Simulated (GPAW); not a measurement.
**SnTe3: optical spectrum from first principles**

Aim: the dielectric function of SnTe3, and the optical constants that follow from it.

Program: GPAW 26.7.0. Level of theory: DFT, revPBE, plane-wave PAW (GPAW data sets), scalar-relativistic, RPA, optical limit. Results are calculated unless marked as measured.

**1. Set-up**

The structure is cubic, space group Fm-3m (No. 225). The conventional cell has a = 7.722 Å, b = 7.722 Å, c = 7.722 Å, α = 90.00°, β = 90.00°, γ = 90.00°. Te has 8 Te at 3.34 Å nearest. Nearest to Te lie 4 Sn at 3.34 Å and 4 Te at 3.34 Å. Sn has 8 Te at 3.34 Å nearest. Farther neighbours and most contacts between anions are not listed.

Coordinates:

```
Te Sn
1.0
     0.00000    3.86122    3.86122
     3.86122    0.00000    3.86122
     3.86122    3.86122    0.00000
Te Sn
3 1
Cartesian
  3.8612 3.8612 3.8612
  5.7918 5.7918 5.7918
  1.9306 1.9306 1.9306
  0.0000 0.0000 0.0000
```

**2. Ground state**

First the ground state: is it a metal or has it a gap?

This step: DFT, revPBE, plane-wave PAW (GPAW data sets), scalar-relativistic, ground state (GPAW 26.7.0).

gs.py reads:

```python
from ase import Atoms
from ase.dft.bandgap import bandgap
from gpaw import GPAW, PW, FermiDirac

atoms = Atoms(['Te', 'Te', 'Te', 'Sn'],
              cell=[[0.000000000000, 3.861219000000, 3.861219000000],
                    [3.861219000000, 0.000000000000, 3.861219000000],
                    [3.861219000000, 3.861219000000, 0.000000000000]],
              scaled_positions=[[0.500000000000, 0.500000000000, 0.500000000000],
                                [0.750000000000, 0.750000000000, 0.750000000000],
                                [0.250000000000, 0.250000000000, 0.250000000000],
                                [0.000000000000, 0.000000000000, 0.000000000000]],
              pbc=[True, True, True])
atoms.calc = GPAW(mode=PW(500), xc='revPBE', kpts={'size': (5, 5, 5), 'gamma': True},
                  occupations=FermiDirac(0.05), maxiter=150, txt='gs.txt')
print('energy (eV)', atoms.get_potential_energy())
print('Fermi level (eV)', atoms.calc.get_fermi_level())
print('valence electrons', atoms.calc.get_number_of_electrons())
print('gap (eV)', bandgap(atoms.calc, output=None)[0])
print('direct gap (eV)', bandgap(atoms.calc, direct=True, output=None)[0])
atoms.calc.write('gs.gpw')
```

Started as:

```bash
> OMP_NUM_THREADS=1 python gs.py
```

Numbers of over 12 decimals in the logs are rounded to 6 here.

The program printed:

```text
__  _  _
 | _ |_)|_||  |
 |__||  | ||/\| - 26.7.0

Versions:
  Python: 3.12.14
  ASE:    3.29.0
  Numpy:  2.5.5
  Scipy:  1.18.1
  Libxc:  7.0.0

Input parameters:
  mode=PW(ecut=500.0),
  kpts=MonkhorstPack(size=(5, 5, 5), gamma=True),
  maxiter=150,
  occupations=Occupations(name='fermi-dirac', width=0.05, fixmagmom=False),
  xc=XC(name='revPBE')

Diagonalizing LCAO Hamiltonian
Converting LCAO to pw mode

                         Te

                   Te

             Te

       Sn

Atoms  # Å, Bohr magnetons
|   | symbol |        x |        y |        z |    initial magnetic moments |
| 0 |     Te | 3.861219 | 3.861219 | 3.861219 | ( 0.0000,  0.0000,  0.0000) |
| 1 |     Te | 5.791829 | 5.791829 | 5.791829 | ( 0.0000,  0.0000,  0.0000) |
| 2 |     Te | 1.930610 | 1.930610 | 1.930610 | ( 0.0000,  0.0000,  0.0000) |
| 3 |     Sn | 0.000000 | 0.000000 | 0.000000 | ( 0.0000,  0.0000,  0.0000) |

Unit cell  # Å
| periodic |        x |        y |        z |  lengths |    angles |
|      yes | 0.000000 | 3.861219 | 3.861219 | 5.460588 | 60.000000 |
|      yes | 3.861219 | 0.000000 | 3.861219 | 5.460588 | 60.000000 |
|      yes | 3.861219 | 3.861219 | 0.000000 | 5.460588 | 60.000000 |

Number of symmetries: 48
Symmetry operations  # r_c * U_cc + t_c -> r_c
|    | kind |            matrix            |
|  0 |  σ   |  1, 0, 0,  1, 0,-1,  1,-1, 0 |
|  1 |  C2  |  1, 0, 0,  1,-1, 0,  1, 0,-1 |
|  2 |  E   |  1, 0, 0,  0, 1, 0,  0, 0, 1 |
|  3 |  σ   |  1, 0, 0,  0, 0, 1,  0, 1, 0 |
|  4 |  C4  |  1, 0,-1,  1, 0, 0,  1,-1, 0 |
|  5 |  S6  |  1, 0,-1,  1,-1, 0,  1, 0, 0 |
|  6 |  σ   |  1, 0,-1,  0, 1,-1,  0, 0,-1 |
|  7 |  C3  |  1, 0,-1,  0, 0,-1,  0, 1,-1 |
|  8 |  S6  |  1,-1, 0,  1, 0, 0,  1, 0,-1 |
|  9 |  C4  |  1,-1, 0,  1, 0,-1,  1, 0, 0 |
| 10 |  C3  |  1,-1, 0,  0,-1, 1,  0,-1, 0 |
| 11 |  σ   |  1,-1, 0,  0,-1, 0,  0,-1, 1 |
| 12 |  σ   |  0, 1, 0,  1, 0, 0,  0, 0, 1 |
| 13 |  C4  |  0, 1, 0,  0, 1,-1, -1, 1, 0 |
| 14 |  C3  |  0, 1, 0,  0, 0, 1,  1, 0, 0 |
| 15 |  S6  |  0, 1, 0, -1, 1, 0,  0, 1,-1 |
| 16 |  C2  |  0, 1,-1,  1, 0,-1,  0, 0,-1 |
| 17 |  σ   |  0, 1,-1,  0, 1, 0, -1, 1, 0 |
| 18 |  S4  |  0, 1,-1,  0, 0,-1,  1, 0,-1 |
| 19 |  C4  |  0, 1,-1, -1, 1, 0,  0, 1, 0 |
| 20 |  C3  |  0, 0, 1,  1, 0, 0,  0, 1, 0 |
| 21 |  σ   |  0, 0, 1,  0, 1, 0,  1, 0, 0 |
| 22 |  S6  |  0, 0, 1,  0,-1, 1, -1, 0, 1 |
| 23 |  C4  |  0, 0, 1, -1, 0, 1,  0,-1, 1 |
| 24 |  S4  |  0, 0,-1,  1, 0,-1,  0, 1,-1 |
| 25 |  C3  |  0, 0,-1,  0, 1,-1,  1, 0,-1 |
| 26 |  C2  |  0, 0,-1,  0,-1, 0, -1, 0, 0 |
| 27 |  S6  |  0, 0,-1, -1, 0, 0,  0,-1, 0 |
| 28 |  S4  |  0,-1, 1,  1,-1, 0,  0,-1, 0 |
| 29 |  C4  |  0,-1, 1,  0, 0, 1, -1, 0, 1 |
| 30 |  C2  |  0,-1, 1,  0,-1, 0,  1,-1, 0 |
| 31 |  σ   |  0,-1, 1, -1, 0, 1,  0, 0, 1 |
| 32 |  C3  |  0,-1, 0,  1,-1, 0,  0,-1, 1 |
| 33 |  S6  |  0,-1, 0,  0, 0,-1, -1, 0, 0 |
| 34 |  S4  |  0,-1, 0,  0,-1, 1,  1,-1, 0 |
| 35 |  C2  |  0,-1, 0, -1, 0, 0,  0, 0,-1 |
| 36 |  C2  | -1, 1, 0,  0, 1, 0,  0, 1,-1 |
| 37 |  S6  | -1, 1, 0,  0, 1,-1,  0, 1, 0 |
| 38 |  S4  | -1, 1, 0, -1, 0, 1, -1, 0, 0 |
| 39 |  C3  | -1, 1, 0, -1, 0, 0, -1, 0, 1 |
| 40 |  S6  | -1, 0, 1,  0, 0, 1,  0,-1, 1 |
| 41 |  C2  | -1, 0, 1,  0,-1, 1,  0, 0, 1 |
| 42 |  C3  | -1, 0, 1, -1, 1, 0, -1, 0, 0 |
| 43 |  S4  | -1, 0, 1, -1, 0, 0, -1, 1, 0 |
| 44 |  C2  | -1, 0, 0,  0, 0,-1,  0,-1, 0 |
| 45 |  i   | -1, 0, 0,  0,-1, 0,  0, 0,-1 |
| 46 |  σ   | -1, 0, 0, -1, 1, 0, -1, 0, 1 |
| 47 |  C2  | -1, 0, 0, -1, 0, 1, -1, 1, 0 |

BZ-sampling:
  Number of BZ points: 125
  Number of IBZ points: 10

  Monkhorst-Pack size: [5, 5, 5]
  Monkhorst-Pack shift: [0, 0, 0]

K-points  # in reciprocal-cell coordinates
|   |                                coordinates |     weight |
| 0 | (  0.00000000,   0.00000000,   0.00000000) | 0.00800000 |
| 1 | (  0.20000000,   0.20000000,   0.00000000) | 0.04800000 |
| 2 | (  0.20000000,   0.20000000,   0.20000000) | 0.06400000 |
| 3 | (  0.40000000,   0.20000000,  -0.20000000) | 0.19200000 |
| 4 | (  0.40000000,   0.20000000,   0.20000000) | 0.09600000 |
| 5 | (  0.40000000,   0.40000000,  -0.40000000) | 0.19200000 |
| 6 | (  0.40000000,   0.40000000,  -0.20000000) | 0.09600000 |
| 7 | (  0.40000000,   0.40000000,   0.00000000) | 0.04800000 |
| 8 | (  0.40000000,   0.40000000,   0.20000000) | 0.19200000 |
| 9 | (  0.40000000,   0.40000000,   0.40000000) | 0.06400000 |

Plane wave coefficients: 2944
Cutoff: 500.0 eV

Spin-components: 1 (collinear spins)
Bands:           21
Projectors:      21
Spin-degeneracy: 2
Datatype:        complex128

Parallelization:
  kpt:    1
  domain: 1
  band:   1

Density:
  Valence electrons: 32.0
  Components: 1
  Grid points: [30 30 30]
  Charge: 0.0  # |e|

Potential:
  Grid points: [30 30 30]

species:
  Te:
    name:    Tellurium
    id:
    Z:       52.0
    valence: 6
    core:    46
    charge:  0.0  # [|e|]
    compensation charges:
      type: gauss
      rc: 0.36  # [Å]
      lmax: 2
    cutoffs:
      filter: 2.09  # [Å]
      core: 3.17  # [Å]
    projectors
    | kind |    occ | energy [eV] | rcut [Å] |
    |   5s |  2.000 |     -15.027 |    1.180 |
    |   5p |  4.000 |      -5.913 |    1.196 |
    |    s |        |      12.185 |    1.180 |
    |    p |        |      21.299 |    1.196 |
    |    d |        |       0.000 |    1.238 |

    Using partial waves for Te as LCAO basis

  Sn:
    name:    Tin
    id:
    Z:       50.0
    valence: 14
    core:    36
    charge:  0.0  # [|e|]
    compensation charges:
      type: gauss
      rc: 0.38  # [Å]
      lmax: 2
    cutoffs:
      filter: 2.23  # [Å]
      core: 2.35  # [Å]
    projectors
    | kind |    occ | energy [eV] | rcut [Å] |
    |   5s |  2.000 |     -10.469 |    1.201 |
    |   5p |  2.000 |      -3.642 |    1.270 |
    |   4d | 10.000 |     -25.826 |    1.185 |
    |    s |        |      16.742 |    1.201 |
    |    p |        |      23.569 |    1.270 |
    |    d |        |       1.385 |    1.185 |

    Using partial waves for Sn as LCAO basis

Reference energy: -722408.986281  # eV

eigensolver:
  PPCG
  Converge bands: occupied
  niter=2

density mixing:
  MSR1-Mixer
  Pratt-step length: 0.05
  Maximum mixing coefficient: 0.75
  Old densities: 10
  SVD Regularization: 0.005
  Good broyden scale: 1.0
  Trust region scale: 1.0
  Backstep threshold: 4.0
  History deletion threshold: 6.0
  Fourier metric: weight=20.0, sigma=0.015

occupation numbers:
  Fermi-Dirac:
    width: 0.0500  # eV

poisson solver:
  ecut: 4000.0  # eV

xc functional:
  name: revPBE with 2 nearest neighbor stencil

convergence criteria:
- Maximum [total energy] change in last 3 cyles: 0.0005 eV / valence electron
- Maximum integral of absolute [dens]ity change: 0.0001 electrons / valence electron
- Maximum integral of absolute [eigenst]ate change: 4e-08 eV^2 / valence electron
maximum number of iterations: 150

SCF iterations
|iter     |      energy | eigst |  dens |
|iter:   1||  -11.585095 | -0.07 |       |
|iter:   2||  -11.584741 | -1.87 | -1.49 |
|iter:   3||  -11.549213 | -2.81 | -1.53 |
|iter:   4||  -11.551687 | -4.00 | -1.93 |
|iter:   5||  -11.552344c| -4.40 | -2.39 |
|iter:   6||  -11.552460c| -5.59 | -2.91 |
|iter:   7||  -11.552417c| -6.21 | -3.25 |
|iter:   8||  -11.552420c| -7.65c| -4.07c|

Converged in 8 steps
SCF loop duration: 10.563 s (1.320 s/step)
Energy contributions relative to reference atoms: (reference = -722408.986281)

Energy contributions:
  Kinetic:          14.337334
  Coulomb:         -14.123195
  Zero:              0.414090
  External:          0.000000
  Xc:              -12.158518
  Entropy:          -0.044263
  Spinorbit:         0.000000
  ----------------------------
  Free energy:     -11.574551
  Extrapolated:    -11.552420

dipole moment: (-26.106030, -26.106030, -26.106030)  # |e|*Ang

Fermi level: 7.201
Eigenvalues  # (at kpt = [0.000, 0.000, 0.000])
| band index |      eig [eV] | occ [0-2] |
|          0 |       -14.304 |     2.000 |
|        ... |               |           |
|         10 |         4.080 |     2.000 |
|         11 |         4.080 |     2.000 |
|         12 |         4.115 |     2.000 |
|         13 |         4.115 |     2.000 |
|         14 |         4.115 |     2.000 |
|         15 |         5.545 |     2.000 |
|         16 |         5.545 |     2.000 |
|         17 |         5.545 |     2.000 |
|         18 |        11.492 |     0.000 |
|         19 |        11.492 |     0.000 |
|         20 |        11.492 |     0.000 |

No gap
No difference between direct/indirect transitions

--- standard output ---
energy (eV) -11.552420
Fermi level (eV) 7.200511
valence electrons 32.0
gap (eV) 0.0
direct gap (eV) 0.0
```

Elapsed: 12 s, on 1 thread of Arm Neoverse V2, shared host; peak memory 0.17 GiB.

Read-outs, printed or worked out from the files:

```
energy       : -11.55 eV
Fermi energy : 7.201 eV
electrons    : 32
```

There are states at the Fermi level within the smearing, so the occupations stay smeared and the carriers get a Drude term.

**3. Bands for the response**

The response needs many more empty bands than the density does.

This step: DFT, revPBE, plane-wave PAW (GPAW data sets), scalar-relativistic, bands at fixed density (GPAW 26.7.0).

nscf.py reads:

```python
from ase.dft.bandgap import bandgap
from gpaw import GPAW, FermiDirac

calc = GPAW('gs.gpw').fixed_density(kpts={'size': (8, 8, 8), 'gamma': True}, nbands=76, convergence={'bands': 70},
                                    occupations=FermiDirac(0.05), txt='nscf.txt')
print('gap (eV)', bandgap(calc, output=None)[0])
print('direct gap (eV)', bandgap(calc, direct=True, output=None)[0])
print('top band over the Fermi level (eV)', min(calc.get_eigenvalues(kpt=k)[69] for k in range(len(calc.get_ibz_k_points()))) - calc.get_fermi_level())
calc.write('full.gpw', mode='all')
```

Started as:

```bash
> OMP_NUM_THREADS=1 python nscf.py
```

The program printed:

```text
Diagonalizing LCAO Hamiltonian
Converting LCAO to pw mode
convergence criteria:
- Maximum integral of absolute [eigenst]ate change: 4e-08 eV^2 / valence electron
maximum number of iterations: 150

SCF iterations
|iter     |      energy | eigst |  dens |
|iter:   1||             | +3.73 |       |
|iter:   2||             | +2.51 |       |
|iter:   3||             | +1.61 |       |
|iter:   4||             | +0.71 |       |
|iter:   5||             | +0.11 |       |
|iter:   6||             | -0.37 |       |
|iter:   7||             | -0.83 |       |
|iter:   8||             | -1.25 |       |
|iter:   9||             | -1.65 |       |
|iter:  10||             | -2.06 |       |
|iter:  11||             | -2.48 |       |
|iter:  12||             | -2.89 |       |
|iter:  13||             | -3.31 |       |
|iter:  14||             | -3.75 |       |
|iter:  15||             | -4.20 |       |
|iter:  16||             | -4.64 |       |
|iter:  17||             | -5.07 |       |
|iter:  18||             | -5.48 |       |
|iter:  19||             | -5.90 |       |
|iter:  20||             | -6.32 |       |
|iter:  21||             | -6.73 |       |
|iter:  22||             | -7.10 |       |
|iter:  23||             | -7.46c|       |
SCF steps: 23
  __  _  _
 | _ |_)|_||  |
 |__||  | ||/\| - 26.7.0

Versions:
  Python: 3.12.14
  ASE:    3.29.0
  Numpy:  2.5.5
  Scipy:  1.18.1
  Libxc:  7.0.0

Input parameters:
  mode=PW(ecut=500.0),
  convergence={'bands': 70},
  gpts=array([30, 30, 30]),
  kpts=MonkhorstPack(size=(8, 8, 8), gamma=True),
  maxiter=150,
  nbands=76,
  occupations=Occupations(name='fermi-dirac', width=0.05, fixmagmom=False),
  parallel={},
  xc=XC(name='revPBE')

--- standard output ---
gap (eV) 0.0
direct gap (eV) 0.0
top band over the Fermi level (eV) 27.144032
```

Run time: 4.7 min. Hardware: 1 thread; peak memory 0.3 GiB.

[end of part 1 of 2]

[Machine, clock and banner lines and Python warnings are left out of the logs.]

[Logs are printed without paths, hosts, clocks, repeated set-up lines and the standing remarks that a program may print on its own settings, such as how far it seeks lower states.]

[Hosts, paths, dates, database ids (printed as entryN), source tags and the programs' standing remarks are cut or masked in the printed files.]
